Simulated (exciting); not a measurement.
# Core excitons at the Lu L₃ edge of LuF3, part 2 of 2

Aim: the Lu L₃ absorption edge of LuF3 with the electron–hole interaction treated explicitly, and what each term of the kernel does.

exciting sodium; X-ray absorption, core-level Bethe-Salpeter equation, exchange and statically screened direct term, Tamm-Dancoff, all-electron LAPW+lo LDA.

So far. Step 5 (Independent particles): Maxima (height): 3.9 eV (0.82) and 17.9 eV (0.26). Against the singlet run the r.m.s. difference is 87 %. Moving the earlier curve by +6.2 eV leaves 16 %. The highest maximum lies at 3.9 eV (0.82), against -2.4 eV (1.00). Step 6 (Exchange alone): Maxima (height): 3.9 eV (0.82) and 17.9 eV (0.26). The spectrum is that of the independent-particle run within 1 %.

### Step 7. Local-field cutoff

Changed against the first singlet run: cutoff of the screened term (bohr⁻¹) from 3 to 4.

Input file input.xml:

```
<input>
  <title>LuF3</title>
  <structure speciespath="." autormt="false" epslat="1.0e-5">
    <crystal>
      <basevect>7.2109789624 0.0000000000 0.0000000000</basevect>
      <basevect>-3.6054894811 6.2448909675 0.0000000000</basevect>
      <basevect>0.0000000000 0.0000000000 7.9504307112</basevect>
    </crystal>
    <species speciesfile="Lu.xml" rmt="2.235">
      <atom coord="0.0000000000 0.0000000000 0.5000000000"/>
    </species>
    <species speciesfile="F.xml" rmt="1.621">
      <atom coord="0.0000000000 0.0000000000 0.0000000000"/>
      <atom coord="0.6666666667 0.3333333333 0.3900106700"/>
      <atom coord="0.3333333333 0.6666666667 0.6099893300"/>
    </species>
  </structure>
  <groundstate do="skip" xctype="LDA_PW" ngridk="4 4 4" rgkmax="7" gmaxvr="14" nempty="8" swidth="0.001" maxscl="100" epsengy="1e-5"/>
  <xs xstype="BSE" ngridk="4 4 4" ngridq="4 4 4" vkloff="0.097 0.273 0.493" rgkmax="7" nempty="29" gqmax="4" lmaxapwwf="5" lmaxemat="3" broad="0.08599" tevout="true">
    <energywindow intv="335.181 336.798" points="439"/>
    <screening screentype="full" nempty="48"/>
    <BSE xas="true" xasspecies="1" xasatom="1" xasedge="L3" bsetype="singlet" nstlxas="1 25"/>
    <qpointset>
      <qpoint>0 0 0</qpoint>
    </qpointset>
    <plan>
      <doonly task="xsgeneigvec"/>
      <doonly task="screen"/>
      <doonly task="scrcoulint"/>
    </plan>
  </xs>
</input>
```

Input file input.xml for the exchange start (cutoff and plan only):

```
  gqmax="2"
  <plan>
    <doonly task="exccoulint"/>
  </plan>
```

On the command line:

```sh
$ OMP_NUM_THREADS=1 mpirun -n 4 exciting
$ OMP_NUM_THREADS=1 mpirun -n 4 exciting
```

Numbers of over 12 decimals in the logs are rounded to 6 here.

Output:

```text
| EXCITING SODIUM started for task xsgeneigvec ( 301)                          =
One-shot GS runs for BSE calculations
One-shot GS runs for k+qmt/2 grids
Info(xsgeneigvec): Generating eigenvectors for Q-point      1
Info(xsgeneigvec): Generation of eigenvectors finished
| EXCITING SODIUM started for task screen ( 430)                               =
Info(screenlauncher): Calculating screening for unshifted q-grid.
Info(screenlauncher): Number of q points:      13
Info(screenlauncher): lowest (partially)  unoccupied state:     24
Info(screenlauncher): highest (partially) occupied state  :     23
Info(screenlauncher): number of occupied states considered:   23
Info(screenlauncher): number of unoccupied states considered:   49
Info(screenlauncher): Starting loop over q-points
Info(screenlauncher): Screening for unshifted q-grid finished
Info(screenlauncher): Screening finished
| EXCITING SODIUM started for task scrcoulint ( 440)                           =
Info(scrcoulintlauncher): Setting up screened Coulomb interaction matrix W.
Info(scrcoulintlauncher): Using momentum transfer vectors from list :   1 to  1
Info(scrcoulintlauncher): Calculating screened Coulomb interaction matrix W
Info(scrcoulintlauncher): Momentum transfer list index: iqmt=  1
Info(scrcoulintlauncher): Momentum transfer: vqmtl=   0.000   0.000   0.000
Info(scrcoulintlauncher): Calculating RR block of W
Info(scrcoulint): Inspecting occupations...
Info(setranges_modxs): Number of non-reduced k-points:       64
Info(setranges_modxs): Number of states considered:       53
Info(setranges_modxs): Number of (partially) occupied states:       46
Info(setranges_modxs): Highest (partially) occupied states:       23
Info(setranges_modxs): Number of (partially) unoccupied states:       30
Info(setranges_modxs): Lowest (partially) unoccupied states:       24
Info(scrcoulint): Selecting transitions...
Info(select_transitions): Inspecting transitions in the  band interval:
  lowest occupied state:   7
  highest occupied state:  10
  lowest unoccupied state:  24
  highest unoccupied state:  48
  Opening gap with a scissor of:      0.000/H      0.000/eV
Info(select_transitions): Number of participating transitions:    6400
Info(scrcoulint): Size of file SCCLI will be about     0.309944 GB
Info(scrcoulint): Using q-grid
Info(scrcoulint): Number of reduced q-points:     13
Info(scrcoulint): Number of non-reduced q-points:     64
Info(scrcoulint): Calculating W(G1,G2,qr) fourier coefficients
Info(scrcoulint): Calculating W matrix elements
Info(scrcoulintlauncher): Screened coulomb interaction finished for iqmt=   1
| EXCITING SODIUM started for task exccoulint ( 441)                           =
Info(exccoulintlauncher): Setting up exchange interaction matrix V.
Info(exccoulintlauncher): Using momentum transfer vectors from list :   1 to  1
Info(exccoulintlauncher):Calculating exchange interaction matrix V
Info(exccoulintlauncher): Momentum transfer list index: iqmt=  1
Info(exccoulintlauncher): Momentum transfer: vqmtl=   0.000   0.000   0.000
Info(exccoulintlauncher): Calculating RR block of V
Info(exccoulint): Inspecting occupations...
Info(setranges_modxs): Number of non-reduced k-points:       64
Info(setranges_modxs): Number of states considered:       53
Info(setranges_modxs): Number of (partially) occupied states:       46
Info(setranges_modxs): Highest (partially) occupied states:       23
Info(setranges_modxs): Number of (partially) unoccupied states:       30
Info(setranges_modxs): Lowest (partially) unoccupied states:       24
Info(exccoulint): Selecting transitions...
Info(select_transitions): Inspecting transitions in the  band interval:
  lowest occupied state:   7
  highest occupied state:  10
  lowest unoccupied state:  24
  highest unoccupied state:  48
  Opening gap with a scissor of:      0.000/H      0.000/eV
Info(select_transitions): Number of participating transitions:    6400
Info(exccoulint): Size of file EXCLI will be about     0.309944 GB
```

The job ended after 17 min (4 MPI ranks of Intel Xeon Platinum 8375C at 2.90GHz (Ice Lake), shared host).

The run was cut off at its time limit.

### Step 8. The levels of theory side by side

```csv
level,curve passes 0.15 (eV),highest maximum (eV),its height
IP,-3.0,3.9,0.82
RPA,-3.0,3.9,0.82
singlet,-9.1,-2.4,1.00
```

```csv
E (eV),IP,RPA,singlet
-12.0,0.03,0.03,0.08
-11.0,0.03,0.03,0.09
-10.0,0.04,0.04,0.12
-9.0,0.04,0.04,0.16
-8.0,0.05,0.05,0.21
-7.0,0.06,0.06,0.30
-6.0,0.07,0.07,0.44
-5.0,0.09,0.09,0.64
-4.0,0.11,0.11,0.85
-3.0,0.15,0.15,0.98
-2.0,0.21,0.21,0.99
-1.0,0.29,0.29,0.86
0.0,0.42,0.42,0.67
1.0,0.59,0.59,0.50
2.0,0.73,0.73,0.38
3.0,0.80,0.80,0.30
4.0,0.82,0.82,0.25
5.0,0.77,0.77,0.22
6.0,0.66,0.66,0.19
7.0,0.53,0.53,0.17
8.0,0.42,0.42,0.16
9.0,0.34,0.34,0.15
10.0,0.28,0.28,0.15
11.0,0.24,0.24,0.16
12.0,0.22,0.22,0.17
13.0,0.21,0.21,0.19
14.0,0.21,0.21,0.19
15.0,0.23,0.23,0.19
16.0,0.24,0.24,0.19
17.0,0.26,0.26,0.18
18.0,0.26,0.26,0.16
19.0,0.25,0.25,0.15
20.0,0.25,0.25,0.14
21.0,0.23,0.23,0.13
22.0,0.22,0.22,0.12
```

### Step 9. Summary of results

```yaml
absorber_and_edge: Lu L₃, atom 1
surroundings: 2 F at 2.10 Å and 6 F at 2.25 Å (distorted cubic, site symmetry -3m)
first_bright_state: -3.92 eV from the Kohn–Sham onset, on this mesh
highest_maximum: -2.4 eV
cost_of_the_bse_run: 21 min on 4 MPI ranks of Intel Xeon Platinum 8375C at 2.90GHz (Ice Lake), shared host; the last task ran on as many threads
```

In words: Is a core exciton bound? Yes on this mesh: the first bright state (over 5 % of the brightest) lies at -3.92 eV from the Kohn–Sham onset and at -4.33 eV from the lowest bare transition of its own mesh. Exchange alone changes the independent-particle spectrum by 0.0 % r.m.s. Binding energies aren't converged on 64 k points, and fine structure above the first lines is partly noise of the mesh. Exchange and the short-range direct term aren't converged in the kernel cutoff. The zero comes from the unshifted 4×4×4 ground-state mesh; it is exact only where the band minimum lies on that mesh. The conduction states carry no spin here, so the exchange coupling to the spinor core hole is only partly held. This core level is treated alone, with no coupling to its spin–orbit partner. The Kohn–Sham onset, 9133 eV, is no photon energy (tabulated edge of the element: 9244 eV): the scale needs a rigid shift. No quasiparticle correction widens the gap or stretches the bands. Vibrations and energy-dependent lifetimes are left out. The structure is a Materials Project entry, computed there, and may be a hypothetical form.

[Banner, clock and machine lines of the logs are left out without a mark of their own.]

[Logs are printed without paths, hosts, clocks, repeated set-up lines and the standing remarks that a program may print on its own settings, such as how far it seeks lower states.]

[Hosts, paths, dates, database ids (printed as entryN), source tags and the programs' standing remarks are cut or masked in the printed files.]
